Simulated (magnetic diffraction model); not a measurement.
# Magnetic neutron pattern of PrCdFe

Space group Pnma (no. 62), a = 7.2490 Å, b = 4.1880 Å, c = 8.7740 Å.

```csv
site,atom,x,y,z
4c,Pr,0.9678,3/4,0.3161
4c,Cd,0.8620,3/4,0.9498
4c,Fe,0.7587,3/4,0.6308
```

This is a made-up structure (elements placed in a structure type, unrelaxed), so the numbers test the method and describe no known phase.

Only Pr is taken to order (form factors of Pr3+); orders and moment sizes are assumed, and not adapted to the symmetry. Radiation: neutrons of λ = 1.594 Å (absorption by Cd left out), 1.5° to 45°; isotropic B of 0.38 Å² (Pr), 0.46 Å² (Cd) and 0.65 Å² (Fe). Simulated constant-wavelength pattern: nuclear and magnetic terms add, the magnetic one as |2.695 fm × Σ f S⊥ exp(2πi Q·r) exp(−B s²)|², summed over all Q at one angle with the factor 1/(sin²θ cos θ). For a modulated order the moment at position r is S exp(−2πi k·r) + c.c., with S = m/2 for a sine wave of amplitude m and S = m(u + iv)/2 for moments turning in a plane, u and v being orthogonal unit vectors in it; the phase factor of the sum at Q = H + k is then exp(2πi H·r). Free-ion form factors, Sears's scattering lengths of 1992, no absorption; a label names one of the reflections at its angle. The strongest nuclear line in the range is 100, and lines under 0.2 are left out.

Assume the order k = (0 0 1/4), moments turning in the plane of [001] and [100], 2.03 μB on Pr; signs + at (0.9678, 3/4, 0.3161), − at (0.5322, 1/4, 0.8161), + at (0.4678, 3/4, 0.1839), − at (0.0322, 1/4, 0.6839).

Q: Where does magnetic intensity appear, and how strong is it?

```tsv
2θ (°)	index	nuclear	magnetic
7.81	(0 0 3/4)	0.0	25.5
13.04	(0 0 5/4)	0.0	9.0
16.40	(1 0 1)	1.3	0.0
22.10	(0 1 1/4)	0.0	14.2
22.29	(1 0 7/4)	0.0	3.7
24.35	(0 1 1)	15.3	0.0
24.52	(1 0 2)	36.1	0.0
25.41	(2 0 0)	14.0	0.0
25.54	(2 0 1/4)	0.0	0.8
26.61	(1 1 3/4)	0.0	2.5
26.62	(2 0 3/4)	0.0	3.4
26.84	(1 0 9/4)	0.0	2.5
27.52	(1 1 1)	14.3	0.0
27.53	(2 0 1)	0.2	0.0
28.64	(1 1 5/4)	0.0	2.0
28.66	(2 0 5/4)	0.0	2.9
28.71	(0 1 7/4)	0.0	2.9
28.93	(0 0 11/4)	0.0	0.2
31.48	(1 1 7/4)	0.0	0.2
31.49	(2 0 7/4)	0.0	0.2
32.43	(0 1 9/4)	0.0	2.0
33.13	(1 1 2)	20.7	0.0
33.15	(2 0 2)	3.7	0.0
33.81	(2 1 0)	26.7	0.0
33.92	(2 1 1/4)	0.0	6.7
34.18	(1 0 3)	19.0	0.0
34.76	(2 1 3/4)	0.0	1.0
35.48	(2 1 1)	100.0	0.0
36.38	(2 1 5/4)	0.0	0.8
38.71	(2 1 7/4)	0.0	2.1
38.83	(0 1 3)	44.8	0.0
38.87	(1 1 11/4)	0.0	4.6
40.01	(3 0 1)	6.6	0.0
40.11	(2 1 2)	4.4	0.0
40.99	(1 1 3)	68.0	0.0
40.99	(2 0 3)	8.3	0.0
41.64	(2 1 9/4)	0.0	1.7
41.95	(1 0 15/4)	0.0	1.6
42.61	(0 0 4)	9.9	0.0
42.96	(3 0 7/4)	0.0	0.6
43.19	(1 1 13/4)	0.0	3.4
44.24	(3 0 2)	44.0	0.0
44.62	(1 0 4)	4.3	0.0
44.74	(0 2 0)	47.9	0.0
```

The strongest magnetic line in the range is (0 0 3/4) at 7.81° (25.5). On top of the Lorentz factor, which all lines share, magnetic lines fade with angle because f falls: for Pr3+ it is 0.97, 0.88, 0.76 and 0.50 at sin θ/λ = 0.1, 0.2, 0.3 and 0.5 Å⁻¹, while nuclear lengths stay constant. The order has no net moment.

[Logs are printed without paths, hosts, clocks, repeated set-up lines and the standing remarks that a program may print on its own settings, such as how far it seeks lower states.]
